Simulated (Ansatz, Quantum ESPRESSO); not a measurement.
# Y2COF MXene, 1 layer: response to a perpendicular field, part 7 of 7

Aim: how Y2COF MXene, 1 layer screens a field along its normal, and what the field does to its bands.

Quantum ESPRESSO 7.5; plane-wave DFT, PBE, GBRV ultrasoft pseudopotentials; geometry and cross-check by Ansatz 0.2.0 with PAW datasets.

So far. Step 14 (Density by pp.x): The density integrates to 39.000 electrons, as the 39 of the input ask. Step 19 (Cross-check with Ansatz: field 0.1 V/Å): At 0.1 V/Å Ansatz's dipole is -0.0564 e Å against -0.0554 from pw.x.

### 23. Ground state, with K_POINTS = [1, 1, 1]

One more run, with a changed input.

Contents of f1.bad.in:

```
&control
  prefix = 'f1.bad'
  outdir = './out'
  pseudo_dir = './pseudo'
  calculation = 'scf'
  tprnfor = .true.
  tefield = .true.
  dipfield = .true.
/
&system
  ibrav = 0
  nat = 5
  ntyp = 4
  ecutwfc = 40
  ecutrho = 200
  occupations = 'smearing'
  smearing = 'fd'
  degauss = 0.004
  edir = 3
  emaxpos = 0.97
  eopreg = 0.04
  eamp = 0.00194469
/
&electrons
  conv_thr = 1e-09
  mixing_beta = 0.4
  electron_maxstep = 100
  mixing_mode = 'plain'
/
ATOMIC_SPECIES
  F   18.9984  f_pbe_v1.4.uspp.F.UPF
  Y   88.9058  y_pbe_v1.4.uspp.F.UPF
  C   12.0110  c_pbe_v1.2.uspp.F.UPF
  O   15.9990  o_pbe_v1.2.uspp.F.UPF
CELL_PARAMETERS angstrom
  3.54630680050312 0.00000000000000 0.00000000000000
  -1.77315340025156 3.07119177884921 -0.00000000000000
  0.00000000000000 0.00000000000000 22.08373083160000
ATOMIC_POSITIONS crystal
  F   0.333333333333 0.666666666667 0.378674551785
  Y   0.666666666667 0.333333333333 0.432768353352
  C   -0.000000000000 -0.000000000000 0.492862234641
  Y   0.333333333333 0.666666666667 0.575268443728
  O   0.666666666667 0.333333333333 0.608274792994
K_POINTS automatic
  1 1 1 0 0 0
```

On the command line:

```bash
$ OMP_NUM_THREADS=1 mpirun -n 4 pw.x -nk 1 -in f1.bad.in > f1.bad.out
```

Output:

```text
[banner, memory and clock lines left out]
Program PWSCF v.7.5 starts
[citation notice left out]

[...]
bravais-lattice index     =            0
     lattice parameter (alat)  =       6.7015  a.u.
     unit-cell volume          =    1623.1262 (a.u.)^3
     number of atoms/cell      =            5
     number of atomic types    =            4
     number of electrons       =        39.00
     number of Kohn-Sham states=           24
     kinetic-energy cutoff     =      40.0000  Ry
     charge density cutoff     =     200.0000  Ry
     scf convergence threshold =      1.0E-09
     mixing beta               =       0.4000
     number of iterations used =            8  plain     mixing
     Exchange-correlation= SLA  PW   PBE  PBE
                           (   1   4   3   4   0   0   0)

[...]
PseudoPot. # 1 for F  read from file:
     ./pseudo/f_pbe_v1.4.uspp.F.UPF
     Pseudo is Ultrasoft, Zval =  7.0
     Generated by new atomic code, or converted to UPF format
     Using radial grid of  799 points,  4 beta functions with:
                l(1) =   0
                l(2) =   0
                l(3) =   1
                l(4) =   1
     Q(r) pseudized with  8 coefficients,  rinner =    0.950   0.950   0.950

     PseudoPot. # 2 for Y  read from file:
     ./pseudo/y_pbe_v1.4.uspp.F.UPF
     Pseudo is Ultrasoft + core correction, Zval = 11.0
     Generated by new atomic code, or converted to UPF format
     Using radial grid of  885 points,  6 beta functions with:
                l(1) =   0
                l(2) =   0
                l(3) =   1
                l(4) =   1
                l(5) =   2
                l(6) =   2
     Q(r) pseudized with  8 coefficients,  rinner =    1.200   1.200   1.200
                                                       1.200   1.200

     PseudoPot. # 3 for C  read from file:
     ./pseudo/c_pbe_v1.2.uspp.F.UPF
     Pseudo is Ultrasoft + core correction, Zval =  4.0
     Generated by new atomic code, or converted to UPF format
     Using radial grid of  721 points,  4 beta functions with:
                l(1) =   0
                l(2) =   0
                l(3) =   1
                l(4) =   1
     Q(r) pseudized with  8 coefficients,  rinner =    1.100   1.100   1.100

     PseudoPot. # 4 for O  read from file:
     ./pseudo/o_pbe_v1.2.uspp.F.UPF
     Pseudo is Ultrasoft + core correction, Zval =  6.0
     Generated by new atomic code, or converted to UPF format
     Using radial grid of  737 points,  5 beta functions with:
                l(1) =   0
                l(2) =   0
                l(3) =   1
                l(4) =   1
                l(5) =   2
     Q(r) pseudized with  8 coefficients,  rinner =    0.900   0.900   0.900
                                                       0.900   0.900

     atomic species   valence    mass     pseudopotential
     F                 7.00    18.99840     F ( 1.00)
     Y                11.00    88.90580     Y ( 1.00)
     C                 4.00    12.01100     C ( 1.00)
     O                 6.00    15.99900     O ( 1.00)

     No symmetry found

[...]
number of k points=     1  Fermi-Dirac smearing, width (Ry)=  0.0040
[...]
Dense  grid:    77323 G-vectors     FFT dimensions: (  32,  32, 192)

     Smooth grid:    55627 G-vectors     FFT dimensions: (  27,  27, 180)

     Initial potential from superposition of free atoms

     starting charge      38.9910, renormalised to      39.0000

     negative rho (up, down):  5.413E-04 0.000E+00

     Adding external electric field

     Computed dipole along edir(3) :
        Dipole                0.0028 Ry au,          0.0072 Debye
        Dipole field          0.0000 Ry au,

        E field amplitude [Ha a.u.]:  1.9447E-03
        Potential amp.        0.1541 Ry
        Total length         40.0629 bohr

     Starting wfcs are   38 randomized atomic wfcs

     per-process dynamical memory:    33.5 Mb

     Self-consistent Calculation

     iteration #  1     ecut=    40.00 Ry     beta= 0.40
     Davidson diagonalization with overlap
     ethr =  1.00E-02,  avg # of iterations =  2.0

     negative rho (up, down):  3.653E-04 0.000E+00

     Adding external electric field

     Computed dipole along edir(3) :
        Dipole               -0.2712 Ry au,         -0.6893 Debye
        Dipole field         -0.0021 Ry au,

        E field amplitude [Ha a.u.]:  1.9447E-03
        Potential amp.        0.3241 Ry
        Total length         40.0629 bohr

     total energy              =    -278.05262248 Ry
     estimated scf accuracy    <       1.40810500 Ry

     iteration #  2     ecut=    40.00 Ry     beta= 0.40
[...]
negative rho (up, down):  3.476E-04 0.000E+00

[...]
Dipole                0.5904 Ry au,          1.5008 Debye
[...]
E field amplitude [Ha a.u.]:  1.9447E-03
[...]
total energy              =    -278.24339436 Ry
     estimated scf accuracy    <       0.68312956 Ry

     iteration #  3     ecut=    40.00 Ry     beta= 0.40
[...]
negative rho (up, down):  3.471E-04 0.000E+00

[...]
Dipole                0.0310 Ry au,          0.0787 Debye
[...]
E field amplitude [Ha a.u.]:  1.9447E-03
[...]
total energy              =    -278.34577928 Ry
     estimated scf accuracy    <       0.58547126 Ry

     iteration #  4     ecut=    40.00 Ry     beta= 0.40
[...]
negative rho (up, down):  3.763E-04 0.000E+00

[...]
Dipole               -0.0197 Ry au,         -0.0500 Debye
[...]
E field amplitude [Ha a.u.]:  1.9447E-03
[...]
total energy              =    -278.40233874 Ry
     estimated scf accuracy    <       0.03722386 Ry

     iteration #  5     ecut=    40.00 Ry     beta= 0.40
[...]
negative rho (up, down):  3.860E-04 0.000E+00

[...]
Dipole               -0.0028 Ry au,         -0.0071 Debye
[...]
E field amplitude [Ha a.u.]:  1.9447E-03
[...]
total energy              =    -278.42135619 Ry
     estimated scf accuracy    <       0.08348842 Ry

     iteration #  6     ecut=    40.00 Ry     beta= 0.40
[...]
negative rho (up, down):  3.924E-04 0.000E+00

[...]
Dipole                0.0691 Ry au,          0.1755 Debye
[...]
E field amplitude [Ha a.u.]:  1.9447E-03
[...]
total energy              =    -278.41332888 Ry
     estimated scf accuracy    <       0.03950394 Ry

[...]
iteration # 15     ecut=    40.00 Ry     beta= 0.40
[...]
negative rho (up, down):  4.085E-04 0.000E+00

[...]
Dipole                0.0796 Ry au,          0.2023 Debye
[...]
E field amplitude [Ha a.u.]:  1.9447E-03
[...]
total energy              =    -278.42038276 Ry
     estimated scf accuracy    <       0.00000003 Ry

     iteration # 16     ecut=    40.00 Ry     beta= 0.40
[...]
negative rho (up, down):  4.086E-04 0.000E+00

[...]
Dipole                0.0796 Ry au,          0.2023 Debye
[...]
E field amplitude [Ha a.u.]:  1.9447E-03
[...]
total energy              =    -278.42038277 Ry
     estimated scf accuracy    <          5.7E-09 Ry

     iteration # 17     ecut=    40.00 Ry     beta= 0.40
[...]
negative rho (up, down):  4.086E-04 0.000E+00

[...]
Dipole                0.0796 Ry au,          0.2023 Debye
[...]
E field amplitude [Ha a.u.]:  1.9447E-03
[...]
total energy              =    -278.42038277 Ry
     estimated scf accuracy    <          2.5E-09 Ry

     iteration # 18     ecut=    40.00 Ry     beta= 0.40
[...]
negative rho (up, down):  4.087E-04 0.000E+00

[...]
Dipole                0.0797 Ry au,          0.2025 Debye
[...]
E field amplitude [Ha a.u.]:  1.9447E-03
[...]
End of self-consistent calculation

          k = 0.0000 0.0000 0.0000 (  6961 PWs)   bands (ev):

   -41.6751 -41.4026 -23.7755 -22.1596 -21.4218 -21.4218 -21.3112 -21.0972
   -21.0972 -17.6930  -8.7085  -5.2534  -5.1749  -5.1749  -4.2816  -4.2816
    -3.9332  -1.1371   0.1676   0.1676   3.0550   3.2794   3.6670   3.7907

     the Fermi energy is     0.2273 ev

!    total energy              =    -278.42038277 Ry
     estimated scf accuracy    <          2.7E-10 Ry
     smearing contrib. (-TS)   =      -0.00899736 Ry
     internal energy E=F+TS    =    -278.41138541 Ry

     The total energy is F=E-TS. E is the sum of the following terms:
     one-electron contribution =   -1720.79460713 Ry
     hartree contribution      =     866.39725614 Ry
     xc contribution           =     -75.24169319 Ry
     ewald contribution        =     651.22791946 Ry
     electric field correction =      -0.00026070 Ry

     convergence has been achieved in  18 iterations

     negative rho (up, down):  4.087E-04 0.000E+00

     Forces acting on atoms (cartesian axes, Ry/au):

     atom    1 type  1   force =    -0.00000002   -0.00000020    0.05984743
     atom    2 type  2   force =    -0.00000054    0.00000238    0.09977578
     atom    3 type  3   force =     0.00000011   -0.00000026   -0.17070206
     atom    4 type  2   force =     0.00000021   -0.00000163    0.13809316
     atom    5 type  4   force =     0.00000025   -0.00000030   -0.12701431

     Total force =     0.279067     Total SCF correction =     0.000062

[...]
```

Elapsed: 5.8 s, on 4 MPI ranks of Arm Neoverse V2, shared host; peak memory 0.37 GiB.

Residual by cycle:

cycle, log10 residual and a bar from the least value:
```
        1        0.1 ##############################
        3       -0.2 #############################
        4       -1.4 #########################
        6       -1.4 #########################
        7       -2.7 #####################
        9       -3.5 ###################
       10       -4.5 ################
       12       -5.6 ############
       13       -6.1 ###########
       15       -7.5 ######
       16       -8.2 ####
       18       -9.6
```

The cycle converged. A setting was moved off its sound value on purpose, so this run is a test.

The fault put into the input: the zone centre alone in the plane of the slab (K_POINTS = [1, 1, 1]).

Beside the run it was changed from:

```
                     quantity   this run  unchanged run  difference
dipole along the normal (e·Å)    0.04216       -0.05544       0.098
             free energy (eV)  -3788.102      -3789.039        0.94
                wall time (s)        5.8             69            
               SCF iterations         18             10
```

The free energy moves by +1.9e+02 meV an atom.

This run starts from superposed atoms, the unchanged one from a saved density, so their iteration counts don't compare.

The physical values in this table move by up to 1.8e+02 %.

### 24. A check by hand

α = Δp/E = (-0.05544 − (-0.08894)) e Å / 0.1 V/Å = 0.3350 e Å²/V; times e/(4πε₀) = 14.40 V Å this is 4.824 Å³. With A = 10.891 Å², 4πα/A = 5.565 Å.

### 25. Results

```
polarisability along the normal, a cell : 4.82 Å³
sheet polarisability 4πα/A              : 5.57 Å
dipole without a field                  : -0.0889 e·Å
```

The sheet answers a field with a polarisability of 4.82 Å³ a cell, or 4πα/A = 5.57 Å (PBE, GBRV ultrasoft). In pw.x the dipole follows the field linearly over the range tried. A perfect conductor 5.57 Å thick would screen alike; the outer atoms lie 5.07 Å apart. At 0.1 V/Å the sheet takes 0.557 eV off the potential drop. Quantum ESPRESSO and Ansatz give 4.824 and 4.838 Å³ for the polarisability (pw.x from 0 and 0.1 V/Å, Ansatz from ±0.1 V/Å), which agree. The ions stay at their zero-field places, so this is the electrons' response alone. Without a field the sheet has no gap. Spin-orbit coupling is left out; depending on the atoms that carry the levels of interest, it can split and shift them by tens to hundreds of meV. The runs have no spin polarisation although the electron count is odd.

[Logs are printed without paths, hosts, clocks, repeated set-up lines and the standing remarks that a program may print on its own settings, such as how far it seeks lower states.]

[Hosts, paths, dates, database ids (printed as entryN), source tags and the programs' standing remarks are cut or masked in the printed files.]

[Maps of the electrostatic potential energy from Ansatz leave out the sawtooth potential of an applied field or a dipole correction, so their vacuum need not be flat; planar profiles and work functions include it.]
